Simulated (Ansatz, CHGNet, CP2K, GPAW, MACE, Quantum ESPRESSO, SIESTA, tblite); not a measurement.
# SIESTA runs on random packing of P38S62 (at. %) (64 atoms), part 2 of 2

Wanted: SIESTA inputs and outputs for random packing of P38S62 (at. %) (64 atoms), checked against a plane-wave reference.

Program: SIESTA 5.4.2; the method stands at each step. Banners, paths, timers and routine set-up lines are dropped from the logs unmarked, and long logs keep their key lines alone; longer cuts are marked. The potentials were converted by us to PSML.

So far. Step 2 (PBE, DZP, shift 0.01 Ry, mesh 300 Ry): Forces lie 16 % from the reference's, at 0.17 times its CPU time (on 1 against 4 cores). Step 3 (PBE, SZP, shift 0.01 Ry, mesh 300 Ry): Against the first run (16 %), the force difference from the reference is 39 %, at 0.89 times the CPU time, with 576 basis functions against 832: the smaller basis costs accuracy.

### 4. PBE, DZP, shift 0.02 Ry, mesh 300 Ry

Method: Kohn-Sham DFT, PBE, PseudoDojo 0.4.1 norm-conserving pseudopotentials (converted to PSML), numerical atomic orbitals (DZP), diagonalisation.

input.fdf

```
SystemLabel cell
NumberOfAtoms 64
NumberOfSpecies 2
%block ChemicalSpeciesLabel
  1 15 P
  2 16 S
%endblock ChemicalSpeciesLabel
LatticeConstant 1.0 Ang
%block LatticeVectors
  11.72110 0.00000 0.00000
  0.00000 11.72110 0.00000
  0.00000 0.00000 11.72110
%endblock LatticeVectors
PAO.BasisSize DZP
PAO.EnergyShift 0.02 Ry
XC.Functional GGA
XC.Authors PBE
MeshCutoff 300 Ry
%block kgrid_Monkhorst_Pack
  1 0 0 0.0
  0 1 0 0.0
  0 0 1 0.0
%endblock kgrid_Monkhorst_Pack
SolutionMethod diagon
OccupationFunction FD
ElectronicTemperature 580 K
SCF.Mixer.Method Pulay
SCF.Mixer.Weight 0.15
SCF.Mixer.History 8
SCF.Mix Hamiltonian
MaxSCFIterations 300
SCF.DM.Tolerance 1e-04
SCF.H.Tolerance 1.0e-3 eV
WriteForces T
Write.HirshfeldPop T
Write.VoronoiPop T
Write.DM F
Write.H F
XML.Write F
AtomicCoordinatesFormat Fractional
%block AtomicCoordinatesAndAtomicSpecies
[... 64 atom lines left out: the same atoms as in the first run ...]
%endblock AtomicCoordinatesAndAtomicSpecies
```

Command:

```
OMP_NUM_THREADS=1 siesta < input.fdf > output.txt
```

What it wrote:

```text
Version         : 5.4.2
reinit: System Name:
reinit: System Label: cell
initatom: Reading input for the pseudopotentials and atomic orbitals ----------
Species number:   1 Atomic number:   15 Label: P
Species number:   2 Atomic number:   16 Label: S
Ground state valence configuration (from tables):   3s02  3p03  3d00  4f00
Ground state valence configuration (from tables):   3s02  3p04  3d00  4f00
---- Processing specs for species: P
GGA--PBE XC_GGA_X_PBE--XC_GGA_C_PBE pb
---- Processing specs for species: S
GGA--PBE XC_GGA_X_PBE--XC_GGA_C_PBE pb
P pseudopotential only contains V_ls up to l=2 -- lmxkb reset.
S pseudopotential only contains V_ls up to l=2 -- lmxkb reset.
Using PAO.SplitTailNorm
%block ChemicalSpeciesLabel
[... lines left out ...]
Total number of electrons:   360.000000
[... lines left out ...]
stepf: Fermi-Dirac step function
        iscf     Eharris(eV)        E_KS(eV)     FreeEng(eV)     dDmax    Ef(eV) dHmax(eV)
[... lines left out ...]
SCF Convergence by DM+H criterion
[... lines left out ...]
SCF cycle converged after 26 iterations
[... lines left out ...]
   Max    2.874261
[... lines left out ...]
   Max    2.874261    constrained
Stress tensor Voigt[x,y,z,yz,xz,xy] (kbar):      127.74      143.16      142.69        1.36        4.72       14.56
[... lines left out ...]
siesta: DEna    =       422.646615
siesta: DUscf   =        14.294315
siesta: Ex      =     -4224.166234
siesta: Ec      =      -442.219148
siesta: Exc     =     -4666.385382
siesta: Eharris =    -16432.051139
siesta: Etot    =    -16432.051139
siesta: FreeEng =    -16432.491999
siesta: Final energy (eV):
siesta:  Band Struct. =   -3419.844291
siesta:       Kinetic =    5679.631837
siesta:       Hartree =    2688.042799
siesta:         Exch. =   -4224.166234
siesta:         Corr. =    -442.219148
siesta:   Exch.-corr. =   -4666.385382
siesta:  Ion-electron =   -9884.418635
siesta:       Ion-ion =  -10248.921758
siesta:         Total =  -16432.051139
siesta:         Fermi =      -3.817910
siesta: Stress tensor (static) (eV/Ang**3):
siesta:     0.079731    0.009085    0.002949
siesta:     0.009085    0.089356    0.000850
siesta:     0.002949    0.000850    0.089062
siesta: Cell volume =       1610.293773 Ang**3
siesta: Pressure (static):
siesta:                Solid            Molecule  Units
siesta:          -0.00093720         -0.00103510  Ry/Bohr**3
siesta:          -0.08604948         -0.09503837  eV/Ang**3
siesta:        -137.86647336       -152.26826353  kBar
    Orbital volume contribution        =          21.972934 eV
    (Free)E + p_basis*V_orbitals       =      -16410.519065 eV
    (Free)Eharris+ p_basis*V_orbitals  =      -16410.519065 eV
Hirshfeld Atomic Populations:
Atom #   charge [q] valence [e]  Species
     1     0.070111    4.929889  P
     2     0.040074    4.959926  P
     3     0.093333    4.906667  P
[...]
25    -0.057252    6.057252  S
    26    -0.033694    6.033694  S
    27    -0.068276    6.068276  S
[...]
--------------------
 Total    -0.000117
Voronoi Atomic Populations:
Atom #   charge [q] valence [e]  Species
[...]
23     0.122613    4.877387  P
    24     0.058247    4.941753  P
[...]
63    -0.067807    6.067807  S
    64    -0.126893    6.126893  S
--------------------
 Total    -0.000116
```

It took 2.1 min on 1 thread of Arm Neoverse V2, shared host; peak memory 0.8 GiB.

Against the reference:

```
r.m.s. force component                  : 0.888 eV/Å
r.m.s. difference of force components   : 140.1 meV/Å
longest difference of force vectors     : 623.9 meV/Å
force difference over r.m.s. force      : 14.74 %
slope of forces against the reference's : 0.9257
correlation of force components         : 0.9907
pressure                                : -13.79 GPa
pressure difference                     : -5.019 GPa
```

This run lies far from the reference in forces at the same functional.

Against the first run (16 %), the force difference from the reference is 15 %, at 0.82 times the CPU time: tighter orbitals come nearer here, likely by a cancellation of errors.

### 5. PBE, DZ, shift 0.01 Ry, mesh 300 Ry

Method: Kohn-Sham DFT, PBE, PseudoDojo 0.4.1 norm-conserving pseudopotentials (converted to PSML), numerical atomic orbitals (DZ), diagonalisation.

Edit input.fdf of step 4 so:

```diff
@@ -13,4 +13,4 @@
 %endblock LatticeVectors
-PAO.BasisSize DZP
-PAO.EnergyShift 0.02 Ry
+PAO.BasisSize DZ
+PAO.EnergyShift 0.01 Ry
 XC.Functional GGA
```

What it wrote:

```text
Version         : 5.4.2
reinit: System Name:
reinit: System Label: cell
initatom: Reading input for the pseudopotentials and atomic orbitals ----------
Species number:   1 Atomic number:   15 Label: P
Species number:   2 Atomic number:   16 Label: S
Ground state valence configuration (from tables):   3s02  3p03  3d00  4f00
Ground state valence configuration (from tables):   3s02  3p04  3d00  4f00
---- Processing specs for species: P
GGA--PBE XC_GGA_X_PBE--XC_GGA_C_PBE pb
---- Processing specs for species: S
GGA--PBE XC_GGA_X_PBE--XC_GGA_C_PBE pb
Using PAO.SplitTailNorm
%block ChemicalSpeciesLabel
    1   15 P                       # Species index, atomic number, species label
    2   16 S                       # Species index, atomic number, species label
[... lines left out ...]
Total number of electrons:   360.000000
[... lines left out ...]
stepf: Fermi-Dirac step function
        iscf     Eharris(eV)        E_KS(eV)     FreeEng(eV)     dDmax    Ef(eV) dHmax(eV)
[... lines left out ...]
SCF Convergence by DM+H criterion
[... lines left out ...]
SCF cycle converged after 26 iterations
[... lines left out ...]
   Max    3.859784
[... lines left out ...]
   Max    3.859784    constrained
Stress tensor Voigt[x,y,z,yz,xz,xy] (kbar):       21.31       29.43       31.58       -2.28        2.29       16.77
[... lines left out ...]
siesta: DEna    =       244.995193
siesta: DUscf   =        10.587819
siesta: Ex      =     -4212.837820
siesta: Ec      =      -440.101874
siesta: Exc     =     -4652.939694
siesta: Eharris =    -16419.703272
siesta: Etot    =    -16419.703282
siesta: FreeEng =    -16420.145570
siesta: Final energy (eV):
siesta:  Band Struct. =   -3652.095381
siesta:       Kinetic =    5632.705998
siesta:       Hartree =    2601.198023
siesta:         Exch. =   -4212.837820
siesta:         Corr. =    -440.101874
siesta:   Exch.-corr. =   -4652.939694
siesta:  Ion-electron =   -9914.446967
siesta:       Ion-ion =  -10086.220641
siesta:         Total =  -16419.703282
siesta:         Fermi =      -4.338473
siesta: Stress tensor (static) (eV/Ang**3):
siesta:     0.013301    0.010467    0.001427
siesta:     0.010467    0.018369   -0.001425
siesta:     0.001427   -0.001425    0.019713
siesta: Cell volume =       1610.293773 Ang**3
siesta: Pressure (static):
siesta:                Solid            Molecule  Units
siesta:          -0.00018654         -0.00028301  Ry/Bohr**3
siesta:          -0.01712770         -0.02598504  eV/Ang**3
siesta:         -27.44159732        -41.63262288  kBar
    Orbital volume contribution        =          19.124206 eV
    (Free)E + p_basis*V_orbitals       =      -16401.021364 eV
    (Free)Eharris+ p_basis*V_orbitals  =      -16401.021354 eV
Hirshfeld Atomic Populations:
Atom #   charge [q] valence [e]  Species
     1     0.081934    4.918066  P
     2     0.060299    4.939701  P
     3     0.101358    4.898642  P
[...]
25    -0.059792    6.059792  S
    26    -0.044922    6.044922  S
    27    -0.109502    6.109502  S
[...]
--------------------
 Total    -0.000014
Voronoi Atomic Populations:
Atom #   charge [q] valence [e]  Species
[...]
23     0.115337    4.884663  P
    24     0.035627    4.964373  P
[...]
63    -0.057505    6.057505  S
    64    -0.118787    6.118787  S
--------------------
 Total    -0.000014
```

Wall time 85 s (1 thread); peak memory 0.62 GiB.

Compared with the plane-wave run:

```
r.m.s. force component                  : 0.8266 eV/Å
r.m.s. difference of force components   : 875.4 meV/Å
longest difference of force vectors     : 3254 meV/Å
force difference over r.m.s. force      : 92.13 %
slope of forces against the reference's : 0.454
correlation of force components         : 0.5219
pressure                                : -2.744 GPa
pressure difference                     : 6.023 GPa
```

This is a coarse setting, run to see what it loses.

Against the first run (16 %), the force difference from the reference is 92 %, at 0.55 times the CPU time, with 512 basis functions against 832: the smaller basis costs accuracy.

### 6. PBE, TZP, shift 0.01 Ry, mesh 300 Ry

Method: Kohn-Sham DFT, PBE, PseudoDojo 0.4.1 norm-conserving pseudopotentials (converted to PSML), numerical atomic orbitals (TZP), diagonalisation.

Edit input.fdf of step 5 so:

```diff
@@ -13,3 +13,3 @@
 %endblock LatticeVectors
-PAO.BasisSize DZ
+PAO.BasisSize TZP
 PAO.EnergyShift 0.01 Ry
```

Command:

```
OMP_NUM_THREADS=1 mpirun -np 2 siesta < input.fdf > output.txt
```

What it wrote:

```text
Version         : 5.4.2
reinit: System Name:
reinit: System Label: cell
initatom: Reading input for the pseudopotentials and atomic orbitals ----------
Species number:   1 Atomic number:   15 Label: P
Species number:   2 Atomic number:   16 Label: S
Ground state valence configuration (from tables):   3s02  3p03  3d00  4f00
Ground state valence configuration (from tables):   3s02  3p04  3d00  4f00
---- Processing specs for species: P
GGA--PBE XC_GGA_X_PBE--XC_GGA_C_PBE pb
---- Processing specs for species: S
GGA--PBE XC_GGA_X_PBE--XC_GGA_C_PBE pb
P pseudopotential only contains V_ls up to l=2 -- lmxkb reset.
S pseudopotential only contains V_ls up to l=2 -- lmxkb reset.
Using PAO.SplitTailNorm
%block ChemicalSpeciesLabel
[... lines left out ...]
Total number of electrons:   360.000000
[... lines left out ...]
stepf: Fermi-Dirac step function
        iscf     Eharris(eV)        E_KS(eV)     FreeEng(eV)     dDmax    Ef(eV) dHmax(eV)
[... lines left out ...]
SCF Convergence by DM+H criterion
[... lines left out ...]
SCF cycle converged after 26 iterations
[... lines left out ...]
   Max    2.903489
[... lines left out ...]
   Max    2.903489    constrained
Stress tensor Voigt[x,y,z,yz,xz,xy] (kbar):       89.91      105.54      106.35        0.84        4.55       14.24
[... lines left out ...]
siesta: DEna    =       312.988313
siesta: DUscf   =         9.112850
siesta: Ex      =     -4202.767701
siesta: Ec      =      -441.999013
siesta: Exc     =     -4644.766714
siesta: Eharris =    -16457.433955
siesta: Etot    =    -16457.433953
siesta: FreeEng =    -16457.864012
siesta: Final energy (eV):
siesta:  Band Struct. =   -3666.470914
siesta:       Kinetic =    5581.589048
siesta:       Hartree =    2624.006349
siesta:         Exch. =   -4202.767701
siesta:         Corr. =    -441.999013
siesta:   Exch.-corr. =   -4644.766714
siesta:  Ion-electron =   -9932.041995
siesta:       Ion-ion =  -10086.220641
siesta:         Total =  -16457.433953
siesta:         Fermi =      -4.495762
siesta: Stress tensor (static) (eV/Ang**3):
siesta:     0.056118    0.008885    0.002841
siesta:     0.008885    0.065875    0.000526
siesta:     0.002841    0.000526    0.066378
siesta: Cell volume =       1610.293773 Ang**3
siesta: Pressure (static):
siesta:                Solid            Molecule  Units
siesta:          -0.00068387         -0.00077266  Ry/Bohr**3
siesta:          -0.06279042         -0.07094240  eV/Ang**3
siesta:        -100.60134041       -113.66224778  kBar
    Orbital volume contribution        =          35.601716 eV
    (Free)E + p_basis*V_orbitals       =      -16422.262296 eV
    (Free)Eharris+ p_basis*V_orbitals  =      -16422.262298 eV
Hirshfeld Atomic Populations:
Atom #   charge [q] valence [e]  Species
     1     0.073365    4.926635  P
     2     0.051499    4.948501  P
     3     0.097605    4.902395  P
[...]
25    -0.054977    6.054977  S
    26    -0.044124    6.044124  S
    27    -0.072240    6.072240  S
[...]
--------------------
 Total    -0.000018
Voronoi Atomic Populations:
Atom #   charge [q] valence [e]  Species
[...]
23     0.126227    4.873773  P
    24     0.062590    4.937410  P
[...]
63    -0.069309    6.069309  S
    64    -0.129899    6.129899  S
--------------------
 Total    -0.000017
```

Wall time 1.9 min (2 MPI ranks); peak memory 1.3 GiB; 3.8 min of CPU time.

Against the reference:

* r.m.s. force component: 0.879 eV/Å
* r.m.s. difference of force components: 117.5 meV/Å
* longest difference of force vectors: 481.9 meV/Å
* force difference over r.m.s. force: 12.37 %
* slope of forces against the reference's: 0.9202
* correlation of force components: 0.9948
* pressure: -10.06 GPa
* pressure difference: -1.293 GPa

Against the first run (16 %), the force difference from the reference is 12 %, at 1.5 times the CPU time (on 2 against 1 cores), with 1088 basis functions against 832: the larger basis brings the forces nearer, though not the pressure.

The run ends at a pressure of -10.06 GPa, with forces up to 3.1 eV/Å.

### 7. All runs compared

Differences are against the plane-wave reference, forces as r.m.s. over components; share is that over the reference's r.m.s. force, slope the least-squares factor from reference forces to these. Total energies of different programs have different zeros and aren't compared.

| run | Δ force, r.m.s. (meV/Å) | share (%) | slope | Δ pressure (GPa) | cores | CPU time | memory (GiB) |
| --- | --- | --- | --- | --- | --- | --- | --- |
| reference | - | - | - | - | 4 | 16 min | 3.8 |
| SIESTA PBE, DZP, shift 0.01 Ry, mesh 300 Ry | 151 | 15.9 | 0.901 | -0.936 | 1 | 2.6 min | 0.92 |
| SIESTA PBE, SZP, shift 0.01 Ry, mesh 300 Ry (coarse) | 369 | 38.9 | 0.754 | -0.0848 | 1 | 2.3 min | 0.83 |
| SIESTA PBE, DZP, shift 0.02 Ry, mesh 300 Ry | 140 | 14.7 | 0.926 | -5.02 | 1 | 2.1 min | 0.8 |
| SIESTA PBE, DZ, shift 0.01 Ry, mesh 300 Ry (coarse) | 875 | 92.1 | 0.454 | 6.02 | 1 | 85 s | 0.62 |
| SIESTA PBE, TZP, shift 0.01 Ry, mesh 300 Ry | 118 | 12.4 | 0.920 | -1.29 | 2 | 3.8 min | 1.3 |

Rows marked coarse were listed beforehand as settings not expected to be converged; some can still land near the reference.

CPU time is summed over cores on a shared host, where runs went side by side, so it is rough. Symmetry, cutoffs, thresholds, outputs and thread counts weren't matched or tuned between programs; memory under MPI is the largest rank's times the ranks.

Mean charges by element (e), by run and scheme:

| run | scheme | P | S |
| --- | --- | --- | --- |
| SIESTA PBE, DZP, shift 0.01 Ry, mesh 300 Ry | Hirshfeld | +0.06 | -0.04 |
| SIESTA PBE, DZP, shift 0.02 Ry, mesh 300 Ry | Hirshfeld | +0.06 | -0.04 |
| SIESTA PBE, TZP, shift 0.01 Ry, mesh 300 Ry | Hirshfeld | +0.07 | -0.04 |

### 8. What came out

- nearest in forces: SIESTA PBE, TZP, shift 0.01 Ry, mesh 300 Ry, 12 %
- its CPU time: 3.8 min

The PBE runs in local orbitals, coarse settings apart, differ by 12 % (SIESTA PBE, TZP, shift 0.01 Ry, mesh 300 Ry) to 16 % (SIESTA PBE, DZP, shift 0.01 Ry, mesh 300 Ry); basis, grid and potentials can all enter. Runs with settings chosen to be coarse differ by 39 % (SIESTA PBE, SZP, shift 0.01 Ry, mesh 300 Ry) to 92 % (SIESTA PBE, DZ, shift 0.01 Ry, mesh 300 Ry), their programs' other errors included. Of the electronic-structure runs that take under half the reference's CPU time, SIESTA PBE, TZP, shift 0.01 Ry, mesh 300 Ry comes nearest, at 12 % in 3.8 min against 16 min. In pressure, SIESTA PBE, DZ, shift 0.01 Ry, mesh 300 Ry misses by +6.0 GPa, at the same functional. The mean charges agree among these rows within 0.01 e. The reference's pressure holds the uncorrected Pulay stress of its 45 Ry basis, so small pressure differences, and their order, may be the reference's own error. The reference's pressure of -8.8 GPa belongs to a cell and atoms that aren't relaxed at this level. The electronic-structure runs sample only Γ, in a cell whose shortest periodic width is 12 Å, which is coarse for a cell with partly filled levels.

[Also dropped from logs without a mark: logging warnings of Python, and SIESTA's first energy breakdown and zero terms.]

[Logs are printed without paths, hosts, clocks, repeated set-up lines and the standing remarks that a program may print on its own settings, such as how far it seeks lower states.]

[Hosts, paths, dates, database ids (printed as entryN), source tags and the programs' standing remarks are cut or masked in the printed files.]
